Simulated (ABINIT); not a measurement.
# Converging GW for Diamond (Fd-3m, 2 atoms a cell) in ABINIT

Aim: raise bands and screening cutoff together for Diamond (Fd-3m, 2 atoms a cell) and follow gap and time.

Program: ABINIT 10.8.3. Level of theory: LDA and many-body steps on it, plane waves. Results are calculated unless marked as measured.

Most raw output is cut from this account.

## (1) Set-up

Symmetry: Fd-3m, No. 227, cubic system. Conventional cell: a = 3.567 Å, b = 3.567 Å, c = 3.567 Å, α = 90.00°, β = 90.00°, γ = 90.00°. Nearest to C lie 4 C at 1.54 Å.

Structure file:

```cif
data_structure
_symmetry_space_group_name_H-M 'Fd-3m:1'
_symmetry_Int_Tables_number 227
_cell_length_a 3.5667
_cell_length_b 3.5667
_cell_length_c 3.5667
_cell_angle_alpha 90.000
_cell_angle_beta 90.000
_cell_angle_gamma 90.000
_cell_volume 45.37
loop_
_atom_site_label
_atom_site_type_symbol
_atom_site_symmetry_multiplicity
_atom_site_Wyckoff_symbol
_atom_site_fract_x
_atom_site_fract_y
_atom_site_fract_z
_atom_site_occupancy
C1 C 8 b 0.00000 0.00000 0.50000 1
```

The cell and positions come from the Crystallography Open Database and are kept as given unless a step says otherwise.

## (2) Empty states on the mesh, 6×6×6 mesh, 299 bands

This step: ABINIT 10.8.3; DFT, LDA, plane waves, norm-conserving pseudopotentials.

The sums over transitions need many empty states on a uniform mesh; this step solves for them.

The input, run.abi:

```
acell 3*1.0 Angstrom
rprim 
  -0.000000000000 1.783370000000 1.783370000000
  1.783370000000 -0.000000000000 1.783370000000
  1.783370000000 1.783370000000 0.000000000000
ntypat 1
znucl 6
natom 2
typat 1 1
xred 
  0.000000000000 0.000000000000 -0.000000000000
  0.250000000000 0.250000000000 0.250000000000
pp_dirpath "pseudos"
pseudos "C.upf"
ecut 37
ngkpt 6 6 6
nshiftk 1
shiftk 0 0 0
kptopt 1
chksymbreak 0
irdden 1
istwfk *1
nband 299
prtvol 0
optdriver 6
gwr_task "HDIAGO"
paral_kgb 0
occopt 1
indata_prefix "in"
outdata_prefix "out"
tmpdata_prefix "tmp"
```

On the command line:

```bash
OMP_NUM_THREADS=1 mpirun -n 4 abinit run.abi > log
```

The job ended after 5 s (4 MPI ranks of Arm Neoverse V1, shared host; peak memory 0.37 GiB; 20 s of CPU time).

Numbers from this step:

```yaml
gap: 4.162 eV
k_of_the_valence_top: 0, 0, 0
k_of_the_conduction_bottom: 0.3333, 0.3333, 0
least_direct_gap: 5.561 eV
k_points_computed: 16
lowest_point_of_the_top_converged_band_above_the_valence_top: 463.4490 eV
```

On this mesh the gap is 4.162 eV.

The density comes from a self-consistent run that is not shown.

## (3) Screening, 6×6×6 mesh, 61 bands, screening to 203.5 eV

The RPA dielectric matrix is built and inverted for each q.

This step: RPA screening on LDA, plane waves, norm-conserving pseudopotentials.

run.abi, as its differences from that of step 2:

```diff
@@ -20,10 +20,11 @@
 chksymbreak 0
-irdden 1
 istwfk *1
-nband 299
-prtvol 0
-optdriver 6
-gwr_task "HDIAGO"
-paral_kgb 0
 occopt 1
+irdwfk 1
+optdriver 3
+nband 61
+ecuteps 7.48
+inclvkb 2
+awtr 1
+symchi 1
 indata_prefix "in"
```

It took 8.7 s on 4 MPI ranks; peak memory 0.43 GiB; 34 s of CPU time.

Numbers from this step:

- ε∞ with local fields, on this mesh, along the program's q direction: 5.796
- the same without local fields: 6.226
- plasma frequency: 31.18 eV
- plane waves in the screening matrix: 65

Local fields lower ε∞ by 7 %. On a Γ-centred mesh this coarse the value itself is usually too large, while a short band sum pulls it down.

## (4) 61 bands, 203.5 eV

The self-energy is evaluated for the states that the input lists, and the levels follow from it, in one-shot runs by the linearised quasiparticle equation.

This step: G0W0 on LDA, plane waves, norm-conserving pseudopotentials.

run.abi, as its differences from that of step 3:

```diff
@@ -23,8 +23,21 @@
 irdwfk 1
-optdriver 3
+optdriver 4
 nband 61
+gwcalctyp 0
+ecutsigx 37
+symsigma 1
+nkptgw 4
+kptgw 
+  0.0000000000 0.0000000000 0.0000000000
+  0.3333333333 0.3333333333 0.0000000000
+  0.5000000000 0.0000000000 0.0000000000
+  0.5000000000 0.5000000000 0.0000000000
+bdgw 
+  2 7
+  3 6
+  3 6
+  3 6
 ecuteps 7.48
-inclvkb 2
-awtr 1
-symchi 1
+irdscr 1
+ppmodel 1
 indata_prefix "in"
```

Elapsed: 4 s, on 4 MPI ranks; peak memory 0.46 GiB.

Numbers from this step:

```
G0W0 gap on the mesh                         : 5.611 eV
starting gap on the mesh                     : 4.162 eV
k of the valence top                         : 0, 0, 0
k of the conduction bottom                   : 0.3333, 0.3333, 0
Z at the valence top                         : 0.83
Z at the conduction bottom                   : 0.84
least direct G0W0 gap on the computed points : 7.342 eV
```

The gap on the mesh goes from 4.16 eV to 5.61 eV, a correction of +1.45 eV.

## (5) Screening, 6×6×6 mesh, 90 bands, screening to 269.4 eV

This step: RPA screening on LDA, plane waves, norm-conserving pseudopotentials.

run.abi, as its differences from that of step 4:

```diff
@@ -23,21 +23,8 @@
 irdwfk 1
-optdriver 4
-nband 61
-gwcalctyp 0
-ecutsigx 37
-symsigma 1
-nkptgw 4
-kptgw 
-  0.0000000000 0.0000000000 0.0000000000
-  0.3333333333 0.3333333333 0.0000000000
-  0.5000000000 0.0000000000 0.0000000000
-  0.5000000000 0.5000000000 0.0000000000
-bdgw 
-  2 7
-  3 6
-  3 6
-  3 6
-ecuteps 7.48
-irdscr 1
-ppmodel 1
+optdriver 3
+nband 90
+ecuteps 9.9
+inclvkb 2
+awtr 1
+symchi 1
 indata_prefix "in"
```

It took 15 s on 4 MPI ranks; peak memory 0.5 GiB.

This step gave:

- ε∞ with local fields, on this mesh, along the program's q direction: 5.780
- the same without local fields: 6.226
- plasma frequency: 31.18 eV
- plane waves in the screening matrix: 113

## (6) 90 bands, 269.4 eV

This step: G0W0 on LDA, plane waves, norm-conserving pseudopotentials.

run.abi, as its differences from that of step 5:

```diff
@@ -23,8 +23,21 @@
 irdwfk 1
-optdriver 3
+optdriver 4
 nband 90
+gwcalctyp 0
+ecutsigx 37
+symsigma 1
+nkptgw 4
+kptgw 
+  0.0000000000 0.0000000000 0.0000000000
+  0.3333333333 0.3333333333 0.0000000000
+  0.5000000000 0.0000000000 0.0000000000
+  0.5000000000 0.5000000000 0.0000000000
+bdgw 
+  2 7
+  3 6
+  3 6
+  3 6
 ecuteps 9.9
-inclvkb 2
-awtr 1
-symchi 1
+irdscr 1
+ppmodel 1
 indata_prefix "in"
```

The job ended after 9.7 s (4 MPI ranks; peak memory 0.54 GiB).

Numbers from this step:

* G0W0 gap on the mesh: 5.67 eV
* starting gap on the mesh: 4.162 eV
* k of the valence top: 0, 0, 0
* k of the conduction bottom: 0.3333, 0.3333, 0
* Z at the valence top: 0.829
* Z at the conduction bottom: 0.839
* least direct G0W0 gap on the computed points: 7.394 eV

Against G0W0 in ABINIT (6×6×6 mesh, 61 bands, screening to 203.5 eV, Godby-Needs plasmon pole), the gap moves by +0.059 eV.

## (7) Screening, 6×6×6 mesh, 137 bands, screening to 359.2 eV

This step: RPA screening on LDA, plane waves, norm-conserving pseudopotentials.

run.abi, as its differences from that of step 6:

```diff
@@ -23,21 +23,8 @@
 irdwfk 1
-optdriver 4
-nband 90
-gwcalctyp 0
-ecutsigx 37
-symsigma 1
-nkptgw 4
-kptgw 
-  0.0000000000 0.0000000000 0.0000000000
-  0.3333333333 0.3333333333 0.0000000000
-  0.5000000000 0.0000000000 0.0000000000
-  0.5000000000 0.5000000000 0.0000000000
-bdgw 
-  2 7
-  3 6
-  3 6
-  3 6
-ecuteps 9.9
-irdscr 1
-ppmodel 1
+optdriver 3
+nband 137
+ecuteps 13.2
+inclvkb 2
+awtr 1
+symchi 1
 indata_prefix "in"
```

The job ended after 56 s (4 MPI ranks; peak memory 0.88 GiB).

Numbers from this step:

```
ε∞ with local fields, on this mesh, along the program's q direction : 5.778
the same without local fields                                       : 6.226
plasma frequency                                                    : 31.18 eV
plane waves in the screening matrix                                 : 169
```

## (8) 137 bands, 359.2 eV

This step: G0W0 on LDA, plane waves, norm-conserving pseudopotentials.

run.abi, as its differences from that of step 7:

```diff
@@ -23,8 +23,21 @@
 irdwfk 1
-optdriver 3
+optdriver 4
 nband 137
+gwcalctyp 0
+ecutsigx 37
+symsigma 1
+nkptgw 4
+kptgw 
+  0.0000000000 0.0000000000 0.0000000000
+  0.3333333333 0.3333333333 0.0000000000
+  0.5000000000 0.0000000000 0.0000000000
+  0.5000000000 0.5000000000 0.0000000000
+bdgw 
+  2 7
+  3 6
+  3 6
+  3 6
 ecuteps 13.2
-inclvkb 2
-awtr 1
-symchi 1
+irdscr 1
+ppmodel 1
 indata_prefix "in"
```

The job ended after 30 s (4 MPI ranks; peak memory 0.94 GiB).

This step gave:

| Quantity | Value |
| --- | --- |
| G0W0 gap on the mesh | 5.700 eV |
| starting gap on the mesh | 4.162 eV |
| k of the valence top | 0, 0, 0 |
| k of the conduction bottom | 0.3333, 0.3333, 0 |
| least direct G0W0 gap on the computed points | 7.411 eV |

Against G0W0 in ABINIT (6×6×6 mesh, 90 bands, screening to 269.4 eV, Godby-Needs plasmon pole), the gap moves by +0.030 eV.

## (9) Screening, 6×6×6 mesh, 202 bands, screening to 466.9 eV

This step: RPA screening on LDA, plane waves, norm-conserving pseudopotentials.

run.abi, as its differences from that of step 8:

```diff
@@ -23,21 +23,8 @@
 irdwfk 1
-optdriver 4
-nband 137
-gwcalctyp 0
-ecutsigx 37
-symsigma 1
-nkptgw 4
-kptgw 
-  0.0000000000 0.0000000000 0.0000000000
-  0.3333333333 0.3333333333 0.0000000000
-  0.5000000000 0.0000000000 0.0000000000
-  0.5000000000 0.5000000000 0.0000000000
-bdgw 
-  2 7
-  3 6
-  3 6
-  3 6
-ecuteps 13.2
-irdscr 1
-ppmodel 1
+optdriver 3
+nband 202
+ecuteps 17.16
+inclvkb 2
+awtr 1
+symchi 1
 indata_prefix "in"
```

The job ended after 1.9 min (4 MPI ranks; peak memory 1.2 GiB; 7.5 min of CPU time).

Numbers from this step:

- ε∞ with local fields, on this mesh, along the program's q direction: 5.774
- the same without local fields: 6.226
- plasma frequency: 31.18 eV
- plane waves in the screening matrix: 259

## (10) 202 bands, 466.9 eV

This step: G0W0 on LDA, plane waves, norm-conserving pseudopotentials.

run.abi, as its differences from that of step 9:

```diff
@@ -23,8 +23,21 @@
 irdwfk 1
-optdriver 3
+optdriver 4
 nband 202
+gwcalctyp 0
+ecutsigx 37
+symsigma 1
+nkptgw 4
+kptgw 
+  0.0000000000 0.0000000000 0.0000000000
+  0.3333333333 0.3333333333 0.0000000000
+  0.5000000000 0.0000000000 0.0000000000
+  0.5000000000 0.5000000000 0.0000000000
+bdgw 
+  2 7
+  3 6
+  3 6
+  3 6
 ecuteps 17.16
-inclvkb 2
-awtr 1
-symchi 1
+irdscr 1
+ppmodel 1
 indata_prefix "in"
```

It took 89 s on 4 MPI ranks; peak memory 1.3 GiB.

Numbers from this step:

```yaml
g0w0_gap_on_the_mesh: 5.716 eV
starting_gap_on_the_mesh: 4.162 eV
k_of_the_valence_top: 0, 0, 0
k_of_the_conduction_bottom: 0.3333, 0.3333, 0
least_direct_g0w0_gap_on_the_computed_points: 7.420 eV
```

Against G0W0 in ABINIT (6×6×6 mesh, 137 bands, screening to 359.2 eV, Godby-Needs plasmon pole), the gap moves by +0.016 eV.

## (11) Screening, 6×6×6 mesh, 291 bands, screening to 598.7 eV

This step: RPA screening on LDA, plane waves, norm-conserving pseudopotentials.

run.abi, as its differences from that of step 10:

```diff
@@ -23,21 +23,8 @@
 irdwfk 1
-optdriver 4
-nband 202
-gwcalctyp 0
-ecutsigx 37
-symsigma 1
-nkptgw 4
-kptgw 
-  0.0000000000 0.0000000000 0.0000000000
-  0.3333333333 0.3333333333 0.0000000000
-  0.5000000000 0.0000000000 0.0000000000
-  0.5000000000 0.5000000000 0.0000000000
-bdgw 
-  2 7
-  3 6
-  3 6
-  3 6
-ecuteps 17.16
-irdscr 1
-ppmodel 1
+optdriver 3
+nband 291
+ecuteps 22
+inclvkb 2
+awtr 1
+symchi 1
 indata_prefix "in"
```

Run time: 3.4 min. Hardware: 4 MPI ranks; peak memory 1.6 GiB; 14 min of CPU time.

This step gave:

* ε∞ with local fields, on this mesh, along the program's q direction: 5.773
* the same without local fields: 6.226
* plasma frequency: 31.18 eV
* plane waves in the screening matrix: 339

## (12) 291 bands, 598.7 eV

This step: G0W0 on LDA, plane waves, norm-conserving pseudopotentials.

run.abi, as its differences from that of step 11:

```diff
@@ -23,8 +23,21 @@
 irdwfk 1
-optdriver 3
+optdriver 4
 nband 291
+gwcalctyp 0
+ecutsigx 37
+symsigma 1
+nkptgw 4
+kptgw 
+  0.0000000000 0.0000000000 0.0000000000
+  0.3333333333 0.3333333333 0.0000000000
+  0.5000000000 0.0000000000 0.0000000000
+  0.5000000000 0.5000000000 0.0000000000
+bdgw 
+  2 7
+  3 6
+  3 6
+  3 6
 ecuteps 22
-inclvkb 2
-awtr 1
-symchi 1
+irdscr 1
+ppmodel 1
 indata_prefix "in"
```

Wall time 3.6 min (4 MPI ranks); peak memory 1.8 GiB; 14 min of CPU time.

This step gave:

```yaml
g0w0_gap_on_the_mesh: 5.725 eV
starting_gap_on_the_mesh: 4.162 eV
k_of_the_valence_top: 0, 0, 0
k_of_the_conduction_bottom: 0.3333, 0.3333, 0
least_direct_g0w0_gap_on_the_computed_points: 7.424 eV
```

Against G0W0 in ABINIT (6×6×6 mesh, 202 bands, screening to 466.9 eV, Godby-Needs plasmon pole), the gap moves by +0.009 eV.

## (13) Side by side

Times are wall times on 4 MPI ranks of Arm Neoverse V1, shared host, good to a factor of about two. A run's time includes the screening step that it read.

```csv
run,mesh,bands,screening cutoff (eV),DFT gap (eV),gap on the mesh (eV),direct (eV),ε∞ used,time
"61 bands, 203.5 eV",6×6×6,61,203.5,4.162,5.611,7.342,5.80,13 s
"90 bands, 269.4 eV",6×6×6,90,269.4,4.162,5.670,7.394,5.78,25 s
"137 bands, 359.2 eV",6×6×6,137,359.2,4.162,5.700,7.411,5.78,86 s
"202 bands, 466.9 eV",6×6×6,202,466.9,4.162,5.716,7.420,5.77,3.4 min
"291 bands, 598.7 eV",6×6×6,291,598.7,4.162,5.725,7.424,5.77,7 min
```

## (14) Outcome

| Item | Value |
| --- | --- |
| 61 bands, 203.5 eV | 5.611 eV |
| 90 bands, 269.4 eV | 5.670 eV |
| 137 bands, 359.2 eV | 5.700 eV |
| 202 bands, 466.9 eV | 5.716 eV |
| 291 bands, 598.7 eV | 5.725 eV |
| known limits | not at the basis limit; coarse k mesh |

**Reading.** From the first rung to the last the gap moves by +0.11 eV for 33 times the time. The 6×6×6 mesh is coarse for this cell, which bears on the long-range parts of exchange and screening.

[Paths, hosts, dates, memory and timing lines, banners, echoed tables and standing remarks are left out of the program output.]

[Logs are printed without paths, hosts, clocks, repeated set-up lines and the standing remarks that a program may print on its own settings, such as how far it seeks lower states.]

[Runs of the session that timed out or met a known fault of the program may be left out.]

[Hosts, paths, dates, database ids (printed as entryN), source tags and the programs' standing remarks are cut or masked in the printed files.]

[G0W0 gaps are taken among the corrected bands and points alone; a level outside them can change the order at an edge.]

[Where Ansatz stands beside ABINIT at settings called matched, ABINIT's density can come from a denser mesh and the files from another edition; pairs whose starting gaps differed by over 0.03 eV were left out, so agreement reads better than it is.]
